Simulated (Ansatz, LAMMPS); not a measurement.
# Which site? a vacancy of Al in glassy 40SiO2-28Al2O3-16Li2O-16SrO (mol %) (85 atoms)

Aim: make a vacancy of Al at several sites of glassy 40SiO2-28Al2O3-16Li2O-16SrO (mol %) (85 atoms), relax each, and compare their energies.

Main program and level: Ansatz 0.2.0; Kohn-Sham DFT, PBEsol, PAW (set soft_2), plane waves.

### Step 1. The starting structure

The cell holds 85 atoms: 10 Si, 14 Al, 8 Li, 4 Sr and 49 O. Its edges and angles: a = 10.152 Å, b = 10.152 Å, c = 10.152 Å, α = 90.0°, β = 90.0°, γ = 90.0°. 85 atoms (10 Si, 14 Al, 8 Li, 4 Sr, 49 O) placed at random at 2.93 g/cm³, melted at 4000 K for 10 ps at fixed volume with the Morse and Coulomb pair potential with partial charges (Pedone, Malavasi, Menziani, Cormack and Segre, J. Phys. Chem. B 110, 11780 (2006)). Quenched from 4000 K to 300 K at 6 K/ps and fixed volume, held 5 ps, then minimised at fixed cell.

What the set-up can't give: The quench rate of 6 K/ps is many orders above laboratory rates, so the cell is likely richer in defects and strain than a real sample. The network of bonds at the start is that of the classical potential that made the cell, and needn't be the one that DFT or experiment would give. Only the Γ point is sampled, in a cell whose shortest periodic width is 10 Å.

### Step 2. Single point at the start

A single point comes first, to see the forces before anything moves.

Input file input.yaml:

```yaml
crystal:
  lattice:
    - [10.1517, 0.0, 0.0]
    - [0.0, 10.1517, 0.0]
    - [0.0, 0.0, 10.1517]
  atoms:
    - { symbol: Si, position: [0.60666, 0.44243, 0.51993] }
    - { symbol: Si, position: [0.16308, 0.00506, 0.88702] }
    - { symbol: Si, position: [0.7958, 0.18236, 0.75896] }
    - { symbol: Si, position: [0.51736, 0.11611, 0.27874] }
    - { symbol: Si, position: [0.5731, 0.64883, 0.31082] }
    - { symbol: Si, position: [0.59902, 0.33502, 0.93028] }
    - { symbol: Si, position: [0.89203, 0.3748, 0.40271] }
    - { symbol: Si, position: [0.05213, 0.85673, 0.34896] }
    - { symbol: Si, position: [0.26827, 0.30692, 0.28812] }
    - { symbol: Si, position: [0.24946, 0.70307, 0.62635] }
    - { symbol: Al, position: [0.99414, 0.85092, 0.65499] }
    - { symbol: Al, position: [0.9398, 0.50138, 0.99375] }
    - { symbol: Al, position: [0.76647, 0.1325, 0.45214] }
    - { symbol: Al, position: [0.05951, 0.09879, 0.1729] }
    - { symbol: Al, position: [0.37004, 0.74805, 0.9086] }
    - { symbol: Al, position: [0.31094, 0.28664, 0.87491] }
    - { symbol: Al, position: [0.21876, 0.52896, 0.09004] }
    - { symbol: Al, position: [0.41928, 0.96212, 0.55096] }
    - { symbol: Al, position: [0.35441, 0.25909, 0.58821] }
    - { symbol: Al, position: [0.82482, 0.26448, 0.13085] }
    - { symbol: Al, position: [0.70717, 0.84701, 0.53416] }
    - { symbol: Al, position: [0.27795, 0.61571, 0.35785] }
    - { symbol: Al, position: [0.63251, 0.62543, 0.99315] }
    - { symbol: Al, position: [0.04314, 0.29749, 0.87076] }
    - { symbol: Li, position: [0.75087, 0.86062, 0.27832] }
    - { symbol: Li, position: [0.57561, 0.72161, 0.72098] }
    - { symbol: Li, position: [0.99021, 0.61334, 0.27657] }
    - { symbol: Li, position: [0.15855, 0.43024, 0.54744] }
    - { symbol: Li, position: [0.59724, 0.35794, 0.24039] }
    - { symbol: Li, position: [0.07052, 0.10021, 0.46713] }
    - { symbol: Li, position: [0.21097, 0.51527, 0.81401] }
    - { symbol: Li, position: [0.434, 0.5045, 0.71828] }
    - { symbol: Sr, position: [0.86363, 0.55723, 0.68588] }
    - { symbol: Sr, position: [0.86196, 0.89047, 0.01888] }
    - { symbol: Sr, position: [0.5371, 0.00607, 0.85142] }
    - { symbol: Sr, position: [0.32674, 0.88534, 0.18193] }
    - { symbol: O, position: [0.30351, 0.83755, 0.57098] }
    - { symbol: O, position: [0.56118, 0.88711, 0.61811] }
    - { symbol: O, position: [0.5669, 0.49947, 0.37191] }
    - { symbol: O, position: [0.06573, 0.94295, 0.78296] }
    - { symbol: O, position: [0.64645, 0.18793, 0.33568] }
    - { symbol: O, position: [0.15394, 0.23739, 0.20788] }
    - { symbol: O, position: [0.73942, 0.14573, 0.62005] }
    - { symbol: O, position: [0.62249, 0.65051, 0.16198] }
    - { symbol: O, position: [0.47098, 0.24612, 0.90027] }
    - { symbol: O, position: [0.54316, 0.75511, 0.91508] }
    - { symbol: O, position: [0.09918, 0.00042, 0.03173] }
    - { symbol: O, position: [0.70734, 0.30869, 0.81682] }
    - { symbol: O, position: [0.02445, 0.90246, 0.49664] }
    - { symbol: O, position: [0.93794, 0.32177, 0.00917] }
    - { symbol: O, position: [0.26836, 0.46904, 0.25599] }
    - { symbol: O, position: [0.28152, 0.58559, 0.52481] }
    - { symbol: O, position: [0.12115, 0.98774, 0.28979] }
    - { symbol: O, position: [0.37054, 0.10046, 0.64171] }
    - { symbol: O, position: [0.80172, 0.5951, 0.95794] }
    - { symbol: O, position: [0.25154, 0.40329, 0.9809] }
    - { symbol: O, position: [0.82881, 0.80208, 0.65015] }
    - { symbol: O, position: [0.93347, 0.8114, 0.25928] }
    - { symbol: O, position: [0.84617, 0.38626, 0.25344] }
    - { symbol: O, position: [0.28892, 0.35666, 0.71883] }
    - { symbol: O, position: [0.50393, 0.33358, 0.5561] }
    - { symbol: O, position: [0.32604, 0.66846, 0.7644] }
    - { symbol: O, position: [0.77494, 0.06849, 0.86337] }
    - { symbol: O, position: [0.75522, 0.97045, 0.43134] }
    - { symbol: O, position: [0.55235, 0.48457, 0.93428] }
    - { symbol: O, position: [0.42341, 0.69633, 0.31573] }
    - { symbol: O, position: [0.29878, 0.91588, 0.9] }
    - { symbol: O, position: [0.09633, 0.70722, 0.66019] }
    - { symbol: O, position: [0.05332, 0.56106, 0.09937] }
    - { symbol: O, position: [0.25377, 0.28483, 0.4455] }
    - { symbol: O, position: [0.00208, 0.47404, 0.44] }
    - { symbol: O, position: [0.15497, 0.73234, 0.33684] }
    - { symbol: O, position: [0.40948, 0.23929, 0.24958] }
    - { symbol: O, position: [0.53214, 0.0256, 0.15399] }
    - { symbol: O, position: [0.30181, 0.67055, 0.04159] }
    - { symbol: O, position: [0.18097, 0.16884, 0.87643] }
    - { symbol: O, position: [0.5996, 0.55368, 0.62998] }
    - { symbol: O, position: [0.66466, 0.72965, 0.40767] }
    - { symbol: O, position: [0.91808, 0.22091, 0.4293] }
    - { symbol: O, position: [0.02942, 0.46923, 0.84251] }
    - { symbol: O, position: [0.66891, 0.30145, 0.06686] }
    - { symbol: O, position: [0.44854, 0.02621, 0.39253] }
    - { symbol: O, position: [0.94483, 0.22947, 0.75315] }
    - { symbol: O, position: [0.76203, 0.40629, 0.49909] }
    - { symbol: O, position: [0.8924, 0.11487, 0.1638] }
kpoints:
  mp_grid: { grid: [1, 1, 1] }
hamiltonian:
  xc: pbesol
scf:
  occupations: { method: fermi_dirac, width: 0.025 }
output:
  forces: true
```

The run is started by

```console
$ ansatz run input.yaml --threads 4 --pin off --max-ram 8192MiB --backend cpu --events-out ev --progress --plain --runs-dir out
```

Numbers of over 12 decimals in the logs are rounded to 6 here.

The program printed:

```text
Engine: ansatz 0.2.0, aarch64-unknown-linux-gnu
Pseudopotentials: kind: paw
Pseudopotential: Si, paw, valence charge 4, recommended cutoff 420 eV (normal), Si.paw.azcp
Pseudopotential: Al, paw, valence charge 3, recommended cutoff 420 eV (normal), Al.paw.azcp
Pseudopotential: Li, paw, valence charge 3, recommended cutoff 420 eV (normal), Li.paw.azcp
Pseudopotential: Sr, paw, valence charge 10, recommended cutoff 420 eV (normal), Sr.paw.azcp
Pseudopotential: O, paw, valence charge 6, recommended cutoff 420 eV (normal), O.paw.azcp
[... 3 lines on functional and potentials left out ...]
Crystal: 85 atoms, lattice volume = 1046.204 Å³
Basis set: ecut = 420 eV, 20341 PW (Γ), exchange–correlation on 144×144×144 points (8 copies of the dense FFT grid, shifted against one another)
Bands: 305, of which v1, the nominal top of the filled ones, is band 220 counted from 1 (219 counted from 0)
Symmetry: 1 space group operations
Space group: P1 (ITA 1), of the structure as read, at distance tolerance 1.0e-4 Å
k-points: 1
[... 15 lines on functional and potentials left out ...]
Initial density: superposition of atomic densities (neutral atoms: chi_scale 0, normalization atom), corrected by the library's trained network
Initial wavefunctions: pseudopotential atomic-orbital guess
Functional: x = pbesol(κ = 0.804, μ = 0.123457), c = pbesol(β = 0.046)
SCF iter   1: F=—  HF=-56743.324582 eV  |F-HF|=—  |Δ(HF+E_count)|=         —  Δρ=1.19e-2  dr2=1.20e0  ethr=1.77e-3  ⟨swp⟩=7.0  Hψ=1551  notcnv=0  defer=53
preconditioner: auto → Resta (q_TF=auto, 2.362 Å⁻¹)  ε∞=3.4  [insulator: Δε(μ)=3.287 eV  Ē_g=15.270 eV  σ=0.025 eV  W_gap=1.00  n_scr=250 (ndim 8)  ℏωp=23.4 eV  f_vac=0.063  D(μ)=0.00/eV (n_scr^D=0)  ε∞_Penn≈3.4]
SCF iter   2: F=—  HF=-56742.984772 eV  |F-HF|=—  |Δ(HF+E_count)|=   3.40e-1  Δρ=2.06e-3  dr2=3.00e-2  ethr=2.73e-4  ⟨swp⟩=2.0  Hψ=501  notcnv=0  defer=81
SCF iter   3: F=—  HF=-56742.983097 eV  |F-HF|=—  |Δ(HF+E_count)|=   1.68e-3  Δρ=8.88e-4  dr2=9.86e-3  ethr=6.81e-6  ⟨swp⟩=2.0  Hψ=375  notcnv=0  defer=31
automatic band count: iteration 3 solves 255 bands in place of 305: the levels show a gap, and the empty bands left out lie too high to hold charge; the band table lists the bands solved (type scf.n_extra_bands for more)
SCF iter   4: F=—  HF=-56742.983849 eV  |F-HF|=—  |Δ(HF+E_count)|=   7.52e-4  Δρ=6.50e-4  dr2=4.02e-3  ethr=2.24e-6  ⟨swp⟩=2.0  Hψ=387  notcnv=0  defer=31
SCF iter   5: F=—  HF=-56742.983201 eV  |F-HF|=—  |Δ(HF+E_count)|=   6.48e-4  Δρ=1.09e-4  dr2=1.74e-4  ethr=9.14e-7  ⟨swp⟩=2.0  Hψ=387  notcnv=0  defer=31
SCF iter   6: F=—  HF=-56742.983283 eV  |F-HF|=—  |Δ(HF+E_count)|=   8.17e-5  Δρ=6.21e-5  dr2=3.62e-5  ethr=3.95e-8  ⟨swp⟩=2.0  Hψ=429  notcnv=0  defer=31
SCF iter   7: F=—  HF=-56742.984633 eV  |F-HF|=—  |Δ(HF+E_count)|=   1.35e-3  Δρ=1.90e-5  dr2=3.65e-6  ethr=8.22e-9  ⟨swp⟩=2.0  Hψ=474  notcnv=0  defer=31
SCF iter   8: F=—  HF=-56742.984635 eV  |F-HF|=—  |Δ(HF+E_count)|=   2.15e-6  Δρ=5.97e-6  dr2=4.57e-7  ethr=8.29e-10  ⟨swp⟩=2.0  Hψ=386  notcnv=0  defer=31
SCF iter   9: F=—  HF=-56742.984635 eV  |F-HF|=—  |Δ(HF+E_count)|=   4.77e-7  Δρ=4.32e-6  dr2=1.61e-7  ethr=2.27e-11  ⟨swp⟩=4.0  Hψ=900  notcnv=0
SCF iter  10: F=-56742.984635 eV  HF=-56742.984635 eV  |F-HF|=1.50e-8  |Δ(HF+E_count)|=   1.90e-8  Δρ=1.04e-6  dr2=1.47e-8  ethr=2.27e-11  ⟨swp⟩=4.0  Hψ=831  notcnv=0
SCF 1 converged in 10 iterations: F = -56742.984635 eV  dr2 = 1.47e-8
  greatest PAW one-centre occupation: 1.000 electrons in one spin orbital (limit 2), on the Li atom at site 30 (counted from 0), in its partial waves of l = 0
SCF converged after 10 iterations
Free energy (F): -56742.984635 eV
Harris-Foulkes:  -56742.984635 eV  (|F-HF|=1.50e-8)
Internal energy: -56742.984635 eV  (E = F + TS)
E sigma→0 (E₀):  -56742.984635 eV
Fermi energy:    6.045604 eV
--- Per-component energies (eV) ---
  E_band       = -2092.900728
  E_kinetic    = 10684.757945
  E_local      = -25864.760520  (includes V_loc(G=0)·N_el)
  E_nonlocal   = 3312.231885
  E_hartree    = 9094.632185
  E_xc         = -5490.639014
  E_vxc        = -6278.925574  (∫ρ·V_xc dr)
  E_paw        = -29600.530642  (= ΣΔE_a)
  E_vpaw       = -2135.594849  (= ΣTr[D̂ρ^β])
  E_aug_tail   = 0.124548  (compensation charges beyond the density's cutoff)
  E_ewald      = -18881.651072
  E_core_change = 2.850050  (= ΣΔE_core)
  E_smearing   = -0.000000  (= −TS)
  E_closure    = -0.000000  (closes the sum)
  Σ components = -56742.984635   (vs F -56742.984635, Δ=0.00e0)
--- Forces (eV/Å), atoms counted from 1 ---
  atom   1  Si     0.36641279     1.00760081    -0.49193331
  atom   2  Si     0.38407306    -0.17668300     0.20734092
  atom   3  Si    -0.47682861     0.65139514     0.56551789
  atom   4  Si    -0.89386917    -0.20248407     1.26863293
  atom   5  Si     0.14224605    -0.69156906     1.04040404
  atom   6  Si     1.04366282    -0.16688249    -0.31752619
  atom   7  Si    -1.21624429    -0.76381814    -0.00784860
  atom   8  Si     0.00759085    -0.36030388     0.07922874
  atom   9  Si     0.73764771    -1.23834105     0.38036736
  atom  10  Si     0.21432741     1.34560996    -0.32059062
  atom  11  Al     0.59841860    -0.26976090    -0.30250496
  atom  12  Al     0.34041820    -1.06863040    -0.43195511
  atom  13  Al    -0.20056982     0.86102000     0.27434441
  atom  14  Al     0.33423054     0.35693403    -0.02534888
[...]
atom  84  O      0.32569657     0.00922868     0.67666016
  atom  85  O     -0.45403030    -1.66365809    -0.07074899
  max |Σ_I F_I| component: 4.62e-5 eV/Å
```

It took 7.3 s on 4 threads of Arm Neoverse V2, shared host; peak memory 1.2 GiB.

The column dr2 measures how far the density is from self-consistency, as an energy; F and HF (Harris–Foulkes) agree once it is small.

The r.m.s. force at the start is 0.73 eV/Å.

### Step 3. Relaxation

The atoms are relaxed in the fixed cell, aiming at the force tolerance of the input.

Input file input.yaml:

```yaml
crystal:
  lattice:
    - [10.1517, 0.0, 0.0]
    - [0.0, 10.1517, 0.0]
    - [0.0, 0.0, 10.1517]
  atoms:
    [... the 85 atom lines of step 2 ...]
kpoints:
  mp_grid: { grid: [1, 1, 1] }
hamiltonian:
  xc: pbesol
scf:
  occupations: { method: fermi_dirac, width: 0.025 }
output:
  forces: true
relax:
  f_tol: 0.05
  max_steps: 120
```

The program printed:

```text
[...]
Crystal: 85 atoms, lattice volume = 1046.204 Å³
Basis set: ecut = 420 eV, 20341 PW (Γ), exchange–correlation on 144×144×144 points (8 copies of the dense FFT grid, shifted against one another)
Bands: 305, of which v1, the nominal top of the filled ones, is band 220 counted from 1 (219 counted from 0)
Symmetry: 1 space group operations
[...]
k-points: 1
[...]
SCF iter   1: F=—  HF=-56743.324583 eV  |F-HF|=—  |Δ(HF+E_count)|=         —  Δρ=1.19e-2  dr2=1.20e0  ethr=1.77e-3  ⟨swp⟩=7.0  Hψ=1551  notcnv=0  defer=53
[...]
SCF iter   5: F=—  HF=-56742.984559 eV  |F-HF|=—  |Δ(HF+E_count)|=   6.38e-4  Δρ=1.09e-4  dr2=1.73e-4  ethr=9.15e-7  ⟨swp⟩=2.0  Hψ=466  notcnv=0  defer=81
SCF iter   6: F=-56742.984615 eV  HF=-56742.984632 eV  |F-HF|=1.68e-5  |Δ(HF+E_count)|=   7.22e-5  Δρ=6.27e-5  dr2=3.71e-5  ethr=1.42e-8  ⟨swp⟩=2.0  Hψ=956  notcnv=0
SCF 1 converged in 6 iterations: F = -56742.984615 eV  dr2 = 3.71e-5
[...]
relax step   1: F+E_penalty+E_count = -56742.98461484 eV  Δ(F+E_penalty+E_count) = +0.000e0 eV  max|allowed force component| = 2.416e0 eV/Å  Δτ_max = 0.0000 Å  (6 SCF iters, dr2 threshold 6.25e-5 eV, accepted)
[...]
relax step   2: F+E_penalty+E_count = -56744.87238188 eV  Δ(F+E_penalty+E_count) = -1.888e0 eV  max|allowed force component| = 1.232e0 eV/Å  Δτ_max = 0.1950 Å  (6 SCF iters, dr2 threshold 1.00e-4 eV, accepted)
[...]
relax step   3: F+E_penalty+E_count = -56745.94277816 eV  Δ(F+E_penalty+E_count) = -1.070e0 eV  max|allowed force component| = 4.334e-1 eV/Å  Δτ_max = 0.1192 Å  (6 SCF iters, dr2 threshold 9.49e-5 eV, accepted)
relax step   4: F+E_penalty+E_count = -56746.20273790 eV  Δ(F+E_penalty+E_count) = -2.600e-1 eV  max|allowed force component| = 5.338e-1 eV/Å  Δτ_max = 0.2000 Å  (7 SCF iters, dr2 threshold 2.32e-5 eV, accepted)
relax step   5: F+E_penalty+E_count = -56746.28764510 eV  Δ(F+E_penalty+E_count) = -8.491e-2 eV  max|allowed force component| = 1.953e-1 eV/Å  Δτ_max = 0.0569 Å  (5 SCF iters, dr2 threshold 3.52e-5 eV, accepted)
relax step   6: F+E_penalty+E_count = -56746.28422246 eV  Δ(F+E_penalty+E_count) = +3.423e-3 eV  max|allowed force component| = 2.972e-1 eV/Å  Δτ_max = 0.2000 Å  (7 SCF iters, dr2 threshold 5.11e-6 eV, rejected (line search))
relax step   7: F+E_penalty+E_count = -56746.33394198 eV  Δ(F+E_penalty+E_count) = -4.630e-2 eV  max|allowed force component| = 8.575e-2 eV/Å  Δτ_max = 0.0981 Å  (9 SCF iters, accepted)
relax step   8: F+E_penalty+E_count = -56746.33710602 eV  Δ(F+E_penalty+E_count) = -3.164e-3 eV  max|allowed force component| = 6.334e-2 eV/Å  Δτ_max = 0.0209 Å  (7 SCF iters, accepted)
relax step   9: F+E_penalty+E_count = -56746.32538730 eV  Δ(F+E_penalty+E_count) = +1.172e-2 eV  max|allowed force component| = 1.051e-1 eV/Å  Δτ_max = 0.0953 Å  (9 SCF iters, rejected (line search))
[...]
relax step  10: F+E_penalty+E_count = -56746.34131087 eV  Δ(F+E_penalty+E_count) = -4.205e-3 eV  max|allowed force component| = 2.743e-2 eV/Å  Δτ_max = 0.0288 Å  (9 SCF iters, accepted)
SCF converged after 9 iterations
Free energy (F): -56746.341311 eV
[...]
Internal energy: -56746.341311 eV  (E = F + TS)
E sigma→0 (E₀):  -56746.341311 eV
Fermi energy:    6.003146 eV
[...]
Σ components = -56746.341311   (vs F -56746.341311, Δ=0.00e0)
--- Forces (eV/Å), atoms counted from 1 ---
  atom   1  Si     0.01485276     0.00195559    -0.01340163
  atom   2  Si     0.00891409     0.01681741     0.01040654
  atom   3  Si    -0.02228159    -0.00317218     0.00683442
  atom   4  Si    -0.00577140     0.00288492     0.00065930
[...]
atom  85  O     -0.00405356     0.01288801    -0.00122325
  max |Σ_I F_I| component: 8.99e-5 eV/Å
--- Relaxed structure (10 steps of the walk, 8 accepted, 0 SCFs on fresh bases) ---
  F+E_penalty+E_count = -56746.34131087 eV   max|allowed force component| = 2.743e-2 eV/Å
  atoms:
    - { symbol: Si, position: [0.604074, 0.453345, 0.517360] }
    - { symbol: Si, position: [0.167318, 5.3161007667739634e-5, 0.891931] }
    - { symbol: Si, position: [0.788506, 0.175355, 0.767928] }
    - { symbol: Si, position: [0.508922, 0.113817, 0.278357] }
[...]
- { symbol: O, position: [0.900468, 0.109349, 0.150870] }
```

It took 54 s on 4 threads; peak memory 1.3 GiB; 3.4 min of CPU time.

The relaxation converged after 10 steps, 3.36 eV below its start, with a largest force component of 0.027 eV/Å.

(Part 1 of 4 ends here.)

[Logs are printed without paths, hosts, clocks, repeated set-up lines and the standing remarks that a program may print on its own settings, such as how far it seeks lower states.]

[Hosts, paths, dates, database ids (printed as entryN), source tags and the programs' standing remarks are cut or masked in the printed files.]
